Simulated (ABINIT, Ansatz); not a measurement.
Computed results, one entry a study.

```cif
data_caznc2o6
_symmetry_space_group_name_H-M 'R-3:H'
_symmetry_Int_Tables_number 148
_cell_length_a 4.8660
_cell_length_b 4.8660
_cell_length_c 16.3321
_cell_angle_alpha 90.000
_cell_angle_beta 90.000
_cell_angle_gamma 120.000
_cell_volume 334.91
loop_
_atom_site_label
_atom_site_type_symbol
_atom_site_symmetry_multiplicity
_atom_site_Wyckoff_symbol
_atom_site_fract_x
_atom_site_fract_y
_atom_site_fract_z
_atom_site_occupancy
Ca1 Ca 3 a 0.00000 0.00000 0.00000 1
Zn1 Zn 3 b 0.33333 0.66667 0.16667 1
C1 C 6 c 0.66667 0.33333 0.09079 1
O1 O 18 f 0.63723 0.58395 0.08920 1
_calc_subject 'How the form of the self-energy moves the gap of CaZnC2O6 (R-3)'
_calc_method 'RPA screening on LDA, plane waves, norm-conserving pseudopotentials (and 3 further levels or steps)'
_calc_program 'ABINIT 10.8.3'
_calc_settings 'cutoff 37 Ha, PseudoDojo scalar-relativistic 0.4.1 standard, norm-conserving, potential set dojo-sr-lda-0.4.1-standard, ngkpt (2, 2, 2), nband 110, ecuteps 4.2 Ha, gwcalctyp 2, nfreqre 16, nfreqim 8, inclvkb 2, freqremax 40 eV, spmeth 1, nomegasf 120, shiftk (0, 0, 0), symchi 1, awtr 1, frequency cd, 2×2×2 k-mesh'
_calc_cost '8 runs, 8.1 min in all on 4 MPI ranks of Arm Neoverse N1, shared host'
_calc_notes 'The program’s warnings: Min real frequency set to default [Ha] =. The cell and positions are those that the Materials Project relaxed with its own functionals (PBE, PBE+U or r2SCAN), kept fixed. Limits: d shell near the gap, gap tends to lie low. The 2×2×2 mesh is coarse for this cell, which bears on the long-range parts of exchange and screening.'
_calc_g0w0_godby_needs_plasmon_pole '6.765 eV'
_calc_g0w0_hybertsen_louie_plasmon_pole '7.002 eV'
_calc_g0w0_von_der_linden_horsch_plasmon_pole '6.854 eV'
_calc_one_shot_hartree_fock '14.857 eV'
_calc_g0w0_contour_deformation '6.715 eV'
_calc_known_limits 'short of the basis limit; d shell near the gap, gap tends to lie low; coarse k mesh'
```

[Long decimals in the printed logs are rounded to 6 places.]

[Logs are printed without paths, hosts, clocks, repeated set-up lines and the standing remarks that a program may print on its own settings, such as how far it seeks lower states.]

[Paths, hosts, dates, memory and timing lines, banners, echoed tables and standing remarks are left out of the program output; an Ansatz launch command may be rebuilt from the run's recorded settings. Measured values are a selection of at most five: reports struck by readers or far from the other reports are left out. None is set beside runs whose start may be inverted or whose files or cutoffs have a known fault.]

[Runs of the session that timed out or met a known fault of the program may be left out.]

[Hosts, paths, dates, database ids (printed as entryN), source tags and the programs' standing remarks are cut or masked in the printed files.]

[G0W0 gaps are taken among the corrected bands and points alone; a level outside them can change the order at an edge.]

[Where Ansatz stands beside ABINIT at settings called matched, ABINIT's density can come from a denser mesh and the files from another edition; pairs whose starting gaps differed by over 0.03 eV were left out, so agreement reads better than it is.]
